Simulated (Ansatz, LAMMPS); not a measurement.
# A vacancy of O at several sites of glassy 84SiO2-16BaO (mol %) (71 atoms), part 2 of 3

At which site of glassy 84SiO2-16BaO (mol %) (71 atoms) does a vacancy of O cost least, and what about the site decides it?

Ansatz 0.2.0; Kohn-Sham DFT, LDA, PAW (set soft_1), plane waves.

The cell: 21 Si, 4 Ba and 46 O. The quench rate of 200 K/ps is orders of magnitude faster than experiment. The network of bonds at the start is that of the classical potential that made the cell. Sampling is at Γ alone, for a cell whose shortest periodic width is 10 Å. No spin–orbit coupling is included.

So far. Step 2 (Single point at the start): The r.m.s. force at the start is 0.93 eV/Å. Step 3 (Relaxation): The relaxation converged after 14 steps, 4.36 eV below its start, with a largest force component of 0.048 eV/Å.

### Step 4. Single point at the relaxed geometry

One more single point at the end of the walk gives the fuller output and checks the residual forces.

input.yaml

```yaml
crystal:
  lattice:
    - [10.44078, 0.0, 0.0]
    - [0.0, 10.44078, 0.0]
    - [0.0, 0.0, 10.44078]
  atoms:
    - { symbol: Si, position: [0.31656, 0.42766, 0.09809] }
    - { symbol: Si, position: [0.21037, 0.88167, 0.87823] }
    - { symbol: Si, position: [0.96691, 0.52609, 0.57992] }
    - { symbol: Si, position: [0.04916, 0.13109, 0.24894] }
    - { symbol: Si, position: [0.33103, 0.18186, 0.22937] }
    - { symbol: Si, position: [0.91682, 0.66655, 0.12732] }
    [... 59 atom lines left out ...]
    - { symbol: O, position: [0.41306, 0.74497, 0.48006] }
    - { symbol: O, position: [0.20372, 0.87032, 0.03335] }
    - { symbol: O, position: [0.15927, 0.01577, 0.82149] }
    - { symbol: O, position: [0.95974, 0.31916, 0.99356] }
    - { symbol: O, position: [0.63605, 0.63494, 0.51157] }
    - { symbol: O, position: [0.27807, 0.22599, 0.54739] }
kpoints:
  mp_grid: { grid: [1, 1, 1] }
hamiltonian:
  xc: lda
  pseudopotentials: { kind: paw, azcp: { folder: soft_1 }, xc_functional: pbe }
scf:
  occupations: { method: fixed }
output:
  forces: true
  stress: true
  populations: true
  dos:
    method: { smearing: { sigma: 0.08 } }
    de: 0.1
    projected: { site_lists: { Ba: [Ba], O: [O], Si: [Si] } }
  eigenvalues: true
  write_density: true
  write_potential: true
  volumetric_format: npy
  elf: true
```

Launch:

```console
> ansatz run input.yaml --threads 4 --pin off --max-ram 8192MiB --backend cpu --events-out ev --progress --plain --runs-dir out
```

Numbers of over 12 decimals in the logs are rounded to 6 here.

What it wrote:

```text
[...]
Crystal: 71 atoms, lattice volume = 1138.148 Å³
Basis set: ecut = 420 eV, 22143 PW (Γ)
Bands: 271, of which v1, the nominal top of the filled ones, is band 200 counted from 1 (199 counted from 0)
Symmetry: 1 space group operations
[...]
k-points: 1
[...]
SCF iter   1: F=—  HF=-61568.964516 eV  |F-HF|=—  |Δ(HF+E_count)|=         —  Δρ=9.15e-2  dr2=1.20e2  ethr=3.10e-3  ⟨swp⟩=7.0  Hψ=998  notcnv=0  defer=67
[...]
SCF iter  13: F=-61527.264354 eV  HF=-61527.264354 eV  |F-HF|=4.48e-8  |Δ(HF+E_count)|=   2.83e-8  Δρ=1.44e-6  dr2=3.45e-8  ethr=2.50e-11  ⟨swp⟩=28.0  Hψ=3309  notcnv=0
SCF 1 converged in 13 iterations: F = -61527.264354 eV  dr2 = 3.45e-8
[...]
SCF converged after 13 iterations
Free energy (F): -61527.264354 eV
[...]
Internal energy: -61527.264354 eV  (E = F + TS)
E sigma→0 (E₀):  -61527.264354 eV
Fermi energy:    2.638306 eV
[...]
--- Forces (eV/Å), atoms counted from 1 ---
  atom   1  Si    -0.02687214     0.00612586    -0.01537154
  atom   2  Si    -0.00130891    -0.01354240     0.00252466
  atom   3  Si     0.00524954    -0.02323677    -0.00086204
  atom   4  Si    -0.00348880    -0.01789978     0.00325728
  atom   5  Si     0.00678142    -0.00050468    -0.00842445
  atom   6  Si     0.03124941     0.01026030    -0.03867809
  atom   7  Si     0.01507528     0.02150292    -0.00048540
  atom   8  Si     0.00880148     0.02195317    -0.00354104
  atom   9  Si    -0.00837454    -0.00558031    -0.00081157
  atom  10  Si    -0.01547206     0.01859880    -0.01217582
  atom  11  Si    -0.04817719    -0.04401075    -0.01293476
  atom  12  Si    -0.00333589    -0.01217075    -0.01426492
  atom  13  Si     0.05115970     0.02505107     0.00808406
  atom  14  Si     0.03036397    -0.00130201     0.01333359
[...]
atom  70  O     -0.00322833     0.00423833     0.00973454
  atom  71  O     -0.01899987     0.00928782     0.00922804
  max |Σ_I F_I| component: 8.36e-5 eV/Å
--- Stress (GPa, compression-positive) ---
       -2.965401       1.741379      -0.535291
        1.741379      -1.288948      -1.143242
       -0.535291      -1.143242      -3.301598
  P = ⅓ Tr σ = -2.5186 GPa (-25.186 kbar)
--- Band table (eV) ---
[...]
--- Löwdin populations: 71 sites ---
  site symbol       q [e]
     0     Si      2.4036
     1     Si      2.3172
     2     Si      2.3088
[...]
70      O      6.7240
  spilling = 0.014380 (of n_electrons = 400.000000)
```

Wall time 15 s (4 threads of Arm Neoverse V1, shared host); peak memory 1.1 GiB.

The run gave:

```
free energy                                      : -61527.2644 eV
free energy per atom                             : -866.5812 eV/atom
SCF cycles                                       : 13
pressure                                         : -2.519 GPa
r.m.s. force component                           : 0.01352 eV/Å
longest force                                    : 0.06652 eV/Å
Fermi energy                                     : 2.638 eV
gap (highest filled to lowest empty level) : 3.738 eV
spilling of the projection                       : 0.01438
```

Löwdin charges by element (they lack the spilled electrons, 0.081 e an atom on average):

```
element  coordination  atoms  mean charge (e)  spread  least    most
     Ba           all      4             1.87   0.008   1.86    1.88
      O           all     46           -0.785  0.0844  -1.02  -0.724
     Si           all     21             1.64  0.0484   1.53    1.70
```

Density of states as counts of states in windows of 1 eV (from the Fermi level), total and the larger projections:

```
from (eV)  to (eV)  total   O p  Si p
      -10       -9   11.3   5.6   0.5
       -9       -8   12.5   8.2   1.1
       -8       -7   13.3   9.3   1.8
       -7       -6   29.1  22.2   5.8
       -6       -5   11.5   8.9   2.1
       -5       -4   28.1  22.7   2.8
       -4       -3   47.4  41.9   2.6
       -3       -2   55.7  51.7   1.6
       -2       -1   42.5  40.3   0.7
       -1        0   23.3  21.8   0.6
        0        1    1.4   1.3   0.0
        1        3    0.0   0.0   0.0
        3        4    2.0   0.0   0.0
        4        5    1.8   0.1   0.2
```

The curve was stored every 0.100 eV, coarse against its broadening of 0.08 eV, so these counts are rough.

With fixed occupations the program's Fermi level is the highest filled level; weight inside the gap is the broadening of levels at its edges.

Between -26 and -10 eV lie 124 more states.

The levels nearest the highest filled one (over half full), pooled over k-points and spins:

```
level less the highest filled one (eV)  occupation
                                -0.606           2
                                -0.529           2
                                -0.381           2
                                -0.306           2
                                -0.270           2
                                     0           2
                                  3.74           0
                                  4.91           0
                                  5.07           0
                                  5.31           0
                                  5.37           0
                                  5.49           0
```

ELF in the ab plane at fractional z = 0.237, with atoms of Si and Ba and O within 0.2 Å of it. It is the smooth field of the valence electrons, not physical close to the nuclei.

Ten even steps from '0' (0.00) to '9' (0.88), each cell a mean:
```
38966972221000000000000000000
26998843676531000000000000000
01455326988973000000000000000
32001137978983000000022100023
98510026899961024310135310158
78851003687511489961146521378
48962000121005998995136631488
89861000000017951397214531378
55520000123216940298301211124
00000001356523897897200001221
20000001367741479862000025664
41001100256641022210000037887
21023310123220000012210025665
11124531011000000122210001111
53112210023442000010000000134
97200000147886200002465202688
88301331148886300158999713885
87227885237753100389989933886
96368888412321000389879941588
42379888422232100279999830124
12246665222232200036888510011
11343111344211100002443100012
14887411354200000000000000011
26977852232100000000000000000
```
Columns run along a (10.4 Å), rows up along b (10.4 Å). Atoms in or near the plane, at fractional coordinates: Si at (0.05, 0.13), Si at (0.33, 0.18), Ba at (0.56, 0.65), O at (0.01, 0.73), O at (0.97, 0.29), O at (0.12, 0.98).

Valence density in the ab plane at fractional z = 0.237, with atoms of Si and Ba and O within 0.2 Å of it. It is the smooth field of the valence electrons, not physical close to the nuclei.

Ten steps, logarithmic in the rise over the least value, from '_' (0.0 e/Å³) to '@' (7.1 e/Å³), each cell a mean:
```
::==##@@@@##++------::..__________________________________
..--++####++======++==--..________________________________
....::--------==**%%##++--..______________________________
::::........::++##@@@@**--..__________________________..::
++++--........--**####++::............____............--++
@@%%++::..____..------::....::======--::..::::::::..::++%%
@@@@**--..______..........--++******++--::::::::::::--++%%
##**==::______________..::==****++++**==::::::::::::--==**
==--::..__________......::==****==++**++::..........::----
....____________....::--::--++******++==..______....::::::
..______________..::----::::--==++==--::..______..::----::
::..____________..::::::::......::::....________..::====--
::............__..........________........______..::------
::........................__________......________..::::::
--::::..............::::::..__________........____..::----
**==::............::--==--::..______..::----::::..::==**##
%%++--::::::::::::--==++==--..____..::==++++++==::--++%%@@
%%++----==**++==----==++==::..____..--++******++----++%%@@
**==--==**%%##**==----==--::..____..--++******++--::--++**
==----++**####**==::::----::..____..::==++**++==::..::--==
--::::==++++++==----------::..______..::--====::......::--
------==----::----====--::..__________..........____..::--
--==++**++==::::------::..__________________________....::
::==##%%%%**==------::....______________________________..
```
Columns run along a (10.4 Å), rows up along b (10.4 Å). Atoms in or near the plane, at fractional coordinates: Si at (0.05, 0.13), Si at (0.33, 0.18), Ba at (0.56, 0.65), O at (0.01, 0.73), O at (0.97, 0.29), O at (0.12, 0.98).

The highest filled and lowest empty levels differ by 3.74 eV (at Γ alone); a local or semilocal functional tends to put such gaps too low. In a disordered cell it changes from sample to sample, and tail or defect levels can set it. Mean Löwdin charges: Ba +1.87, O -0.79, Si +1.64 e (they miss 1.4 % of the electrons, so they add up to more than the cell's charge).

### Step 5. Vacancy of O, site O45

The site has 2 bonded neighbours (Si2) at 1.67 Å on average, by cutoffs that count no bonds between two metal atoms or like ions. The change is made in the relaxed cell and the atoms are relaxed again, with spin allowed.

input.yaml

```yaml
crystal:
  lattice:
    - [10.44078, 0.0, 0.0]
    - [0.0, 10.44078, 0.0]
    - [0.0, 0.0, 10.44078]
  atoms:
    [... atom lines 1 to 41 left out ...]
    - { symbol: O, position: [0.39069, 0.30461, 0.16111] }
    - { symbol: O, position: [0.3563, 0.86418, 0.83384] }
    - { symbol: O, position: [0.42723, 0.15725, 0.35032] }
    - { symbol: O, position: [0.51398, 0.11791, 0.57534] }
    - { symbol: O, position: [0.92406, 0.86793, 0.44319] }
    - { symbol: O, position: [0.16451, 0.78575, 0.44044] }
    - { symbol: O, position: [0.98313, 0.62727, 0.46552] }
    [... atom lines 49 to 70 left out ...]
magnetization:
  spin_polarized: true
kpoints:
  mp_grid: { grid: [1, 1, 1] }
hamiltonian:
  xc: lda
  pseudopotentials: { kind: paw, azcp: { folder: soft_1 }, xc_functional: pbe }
scf:
  occupations: { method: fermi_dirac, width: 0.025 }
  lower_state_search: "off"
output:
  forces: true
  eigenvalues: true
relax:
  f_tol: 0.05
  max_steps: 90
```

What it wrote:

```text
[...]
Crystal: 70 atoms, lattice volume = 1138.148 Å³
Basis set: ecut = 420 eV, 22143 PW (Γ)
Bands: 268, of which v1, the nominal top of the filled ones, is band 197 counted from 1 (196 counted from 0)
Symmetry: 1 space group operations
[...]
k-points: 1
[...]
Starting moments: Σ|m| = 1.2 μB on 2 of 70 sites
[...]
SCF iter   1: F=—  HF=-61009.905552 eV  |F-HF|=—  |Δ(HF+E_count)|=         —  Δρ=4.50e-2 (↑4.50e-2 ↓4.50e-2)  dr2=1.38e2  dr2_m=5.32e-2  M=0.039 μB ∫|m|=0.550 μB  β_m=0.30  ethr=3.10e-3  ⟨swp⟩=10.0  Hψ=3192  notcnv=0  defer=55
[...]
spin=Collinear: Resta preconditioning applied to the charge; magnetization (m = ρ↑ − ρ↓) channel mixes plain (no charge-response kernel on spin).
SCF iter   2: F=—  HF=-60984.392910 eV  |F-HF|=—  |Δ(HF+E_count)|=    2.55e1  Δρ=2.35e-2 (↑2.33e-2 ↓2.35e-2)  dr2=4.20e1  dr2_m=3.79e-2  M=0.000 μB ∫|m|=0.165 μB  β_m=0.30  ethr=3.10e-3  ⟨swp⟩=3.0  Hψ=1034  notcnv=0  defer=122
[...]
SCF iter   7: F=—  HF=-60968.541609 eV  |F-HF|=—  |Δ(HF+E_count)|=   3.43e-3  Δρ=6.58e-4 (↑6.28e-4 ↓6.58e-4)  dr2=1.40e-2  dr2_m=1.45e-3  M=0.000 μB ∫|m|=0.043 μB  β_m=0.30  ethr=1.49e-5  ⟨swp⟩=2.5  Hψ=925  notcnv=0  defer=128
[...]
spin-set hold released at iteration 7 (site moments contracting): the magnetisation degrees of freedom join the quasi-Newton model from the next iteration; the mixer history was flushed
SCF iter   8: F=—  HF=-60968.544222 eV  |F-HF|=—  |Δ(HF+E_count)|=   2.61e-3  Δρ=4.67e-4 (↑4.51e-4 ↓4.67e-4)  dr2=7.88e-3  dr2_m=7.84e-4  M=0.000 μB ∫|m|=0.032 μB  β_m=0.65  ethr=3.55e-6  ⟨swp⟩=1.5  Hψ=409  notcnv=0  defer=128
[...]
SCF iter  13: F=-60968.551651 eV  HF=-60968.551651 eV  |F-HF|=3.50e-7  |Δ(HF+E_count)|=   2.48e-6  Δρ=6.05e-6 (↑5.19e-6 ↓6.05e-6)  dr2=1.53e-6  dr2_m=5.66e-8  M=0.000 μB ∫|m|=0.000 μB  ethr=2.65e-9  ⟨swp⟩=4.5  Hψ=1760  notcnv=0
WARN: the starting moments were not kept: the SCF closed with an absolute magnetisation of 2.7e-4 μB, where they sum to 1.2 μB in size (2 sites). That is at most 0.1 of that sum. Measured as dr2_m measures the in/out step, that magnetisation stands 4.6e-9 eV from none, [...]
SCF 1 converged in 13 iterations: F = -60968.551651 eV  dr2 = 1.53e-6
[...]
relax step   1: F+E_penalty+E_count = -60968.55165137 eV  Δ(F+E_penalty+E_count) = +0.000e0 eV  max|allowed force component| = 2.234e0 eV/Å  Δτ_max = 0.0000 Å  (13 SCF iters, dr2 threshold 6.25e-5 eV, accepted)
[... from here on, the SCF cycles and remarks between the steps are left out ...]
relax step   2: F+E_penalty+E_count = -60968.82592635 eV  Δ(F+E_penalty+E_count) = -2.743e-1 eV  max|allowed force component| = 1.395e0 eV/Å  Δτ_max = 0.1360 Å  (5 SCF iters, dr2 threshold 1.00e-4 eV, accepted)
relax step   3: F+E_penalty+E_count = -60968.96155598 eV  Δ(F+E_penalty+E_count) = -1.356e-1 eV  max|allowed force component| = 5.474e-1 eV/Å  Δτ_max = 0.1937 Å  (7 SCF iters, dr2 threshold 1.00e-4 eV, accepted)
relax step   4: F+E_penalty+E_count = -60969.00308343 eV  Δ(F+E_penalty+E_count) = -4.153e-2 eV  max|allowed force component| = 2.662e-1 eV/Å  Δτ_max = 0.0805 Å  (6 SCF iters, dr2 threshold 4.62e-5 eV, accepted)
relax step   5: F+E_penalty+E_count = -60968.92954981 eV  Δ(F+E_penalty+E_count) = +7.353e-2 eV  max|allowed force component| = 6.512e-1 eV/Å  Δτ_max = 0.2000 Å  (7 SCF iters, dr2 threshold 1.09e-5 eV, rejected (line search))
relax step   6: F+E_penalty+E_count = -60969.04670775 eV  Δ(F+E_penalty+E_count) = -4.362e-2 eV  max|allowed force component| = 9.731e-2 eV/Å  Δτ_max = 0.0701 Å  (10 SCF iters, accepted)
relax step   7: F+E_penalty+E_count = -60969.05198255 eV  Δ(F+E_penalty+E_count) = -5.275e-3 eV  max|allowed force component| = 7.680e-2 eV/Å  Δτ_max = 0.0128 Å  (8 SCF iters, accepted)
relax step   8: F+E_penalty+E_count = -60969.05839930 eV  Δ(F+E_penalty+E_count) = -6.417e-3 eV  max|allowed force component| = 9.525e-2 eV/Å  Δτ_max = 0.0262 Å  (9 SCF iters, accepted)
relax step   9: F+E_penalty+E_count = -60969.04126359 eV  Δ(F+E_penalty+E_count) = +1.714e-2 eV  max|allowed force component| = 2.345e-1 eV/Å  Δτ_max = 0.0822 Å  (7 SCF iters, dr2 threshold 5.65e-6 eV, rejected (line search))
relax step  10: F+E_penalty+E_count = -60969.06343270 eV  Δ(F+E_penalty+E_count) = -5.033e-3 eV  max|allowed force component| = 6.333e-2 eV/Å  Δτ_max = 0.0401 Å  (9 SCF iters, accepted)
relax step  11: F+E_penalty+E_count = -60969.06468315 eV  Δ(F+E_penalty+E_count) = -1.250e-3 eV  max|allowed force component| = 6.547e-2 eV/Å  Δτ_max = 0.0332 Å  (8 SCF iters, accepted)
relax step  12: F+E_penalty+E_count = -60969.06666534 eV  Δ(F+E_penalty+E_count) = -1.982e-3 eV  max|allowed force component| = 3.235e-2 eV/Å  Δτ_max = 0.0148 Å  (7 SCF iters, accepted)
SCF converged after 7 iterations
Magnetization: 0.0000 μB (197.0000 up, 197.0000 down)
Absolute magnetization: 0.0000 μB (∫|ρ↑−ρ↓|, with the PAW one-centre terms)
[...]
Per-site moments (μB) at R_I (Å): [(-5.468397037243742e-10, 0.641330), (-1.0787460848394575e-9, 0.661213), (-6.738747225522601e-11, 0.659757), (-4.7584936942279756e-9, 0.686957), (-3.426239381770387e-9, 0.658377), [...]
Free energy (F): -60969.066665 eV
[...]
Internal energy: -60969.066665 eV  (E = F + TS)
E sigma→0 (E₀):  -60969.066665 eV
Fermi energy:    4.909310 eV
[...]
--- Forces (eV/Å), atoms counted from 1 ---
  atom   1  Si     0.00703363    -0.01933645    -0.01526854
  atom   2  Si    -0.00547095     0.00186833     0.00364368
  atom   3  Si    -0.00440652    -0.00904276     0.00475605
  atom   4  Si     0.00393863     0.01284654     0.00646383
  atom   5  Si     0.00928639    -0.02450408    -0.00472118
  atom   6  Si     0.02454586    -0.00141625     0.00184032
  atom   7  Si     0.01793473    -0.01372129     0.00011488
  atom   8  Si     0.01034216    -0.00639165    -0.00526722
  atom   9  Si     0.01572963     0.00017397    -0.00130655
  atom  10  Si    -0.00358442     0.01036676     0.01644886
  atom  11  Si    -0.01852409    -0.02027024    -0.03234603
  atom  12  Si     0.00859479    -0.00202911    -0.00596030
  atom  13  Si     0.02662426     0.00142559    -0.01678146
  atom  14  Si     0.00178958     0.00388375    -0.01476688
[...]
atom  69  O      0.01062034    -0.00826205     0.00747956
  atom  70  O     -0.00518249    -0.00726294     0.00198721
  max |Σ_I F_I| component: 1.42e-4 eV/Å
--- Band table (eV) ---
[...]
--- Relaxed structure (12 steps of the walk, 10 accepted, 0 SCFs on fresh bases) ---
  F+E_penalty+E_count = -60969.06666534 eV   max|allowed force component| = 3.235e-2 eV/Å
  atoms:
    - { symbol: Si, position: [0.317798, 0.429682, 0.100919] }
    - { symbol: Si, position: [0.206785, 0.882040, 0.882743] }
    - { symbol: Si, position: [0.967685, 0.523835, 0.582305] }
    - { symbol: Si, position: [0.058266, 0.126224, 0.243124] }
[...]
- { symbol: O, position: [0.284192, 0.230076, 0.547117] }
```

It took 3.4 min on 4 threads; peak memory 1.8 GiB.

The program notes that starting moments were not kept.

The relaxation converged after 12 steps, 0.515 eV below its start, with a largest force component of 0.032 eV/Å.

The surroundings of the place of the removed atom, after relaxation: 11 atoms, nearest first, with positions taken from that point. Atoms keep their numbers of the cell before the removal, where the removed atom was number 45.

```
atom      x      y      z  distance (Å)  bonds
 Si8   0.98  -0.25  -0.87          1.34      3
 Si4  -0.68   1.51  -0.12          1.66      4
 O27  -1.60   1.12   1.22          2.30      3
 O37   1.98  -1.22   0.10          2.33      2
 O51  -1.38   1.11  -1.60          2.39      2
 O58   0.73   2.29   0.37          2.43      2
 O67   0.68  -1.05  -2.28          2.60      2
 O64   2.14   0.90  -1.31          2.67      2
 O48   0.37  -1.93   1.99          2.80      2
 O38  -1.18  -2.57  -0.15          2.83      2
 Si7   1.85  -1.39   1.70          2.87      4
```

The column of bonds counts only the pairs O-Si within 2.12 Å, O-Ba within 3.29 Å; other neighbours, such as metal atoms beside each other in a compound, aren't counted, and periodic images can show an atom twice.

The largest move is 0.35 Å, by Si8.

### Step 6. Vacancy of O, site O29

The site has 3 bonded neighbours (Ba2Si) at 2.44 Å on average. 

Input and log are left out; they have the form of those shown for this kind of step.

It took 3.5 min on 4 threads of Arm Neoverse V1, shared host; peak memory 1.8 GiB.

The relaxation converged after 12 steps, 0.297 eV below its start, with a largest force component of 0.023 eV/Å.

The surroundings of the place of the removed atom, after relaxation: 10 atoms, nearest first, with positions taken from that point. Atoms keep their numbers of the cell before the removal, where the removed atom was number 29.

```
atom      x      y      z  distance (Å)  bonds
Si13   1.42   0.14  -0.28          1.45      3
 O51   2.36  -0.71   0.83          2.60      2
 O57   1.83  -0.63  -1.74          2.60      3
 O69   2.24   1.60  -0.40          2.78      2
Ba23  -0.10   0.89   2.92          3.06      4
Ba25  -0.04  -2.99  -1.12          3.19      5
 O65  -0.98  -1.33  -2.96          3.39      3
 O41   2.34   1.33   2.18          3.46      3
Ba24  -2.19   1.14  -2.56          3.56      5
Si16   2.73   2.35   0.97          3.73      4
```

The column of bonds counts only the pairs O-Si within 2.16 Å, O-Ba within 3.29 Å; other neighbours, such as metal atoms beside each other in a compound, aren't counted, and periodic images can show an atom twice.

The largest move is 0.34 Å, by Ba25.

(Part 2 of 3 ends here.)

[Logs are printed without paths, hosts, clocks, repeated set-up lines and the standing remarks that a program may print on its own settings, such as how far it seeks lower states.]

[Hosts, paths, dates, database ids (printed as entryN), source tags and the programs' standing remarks are cut or masked in the printed files.]
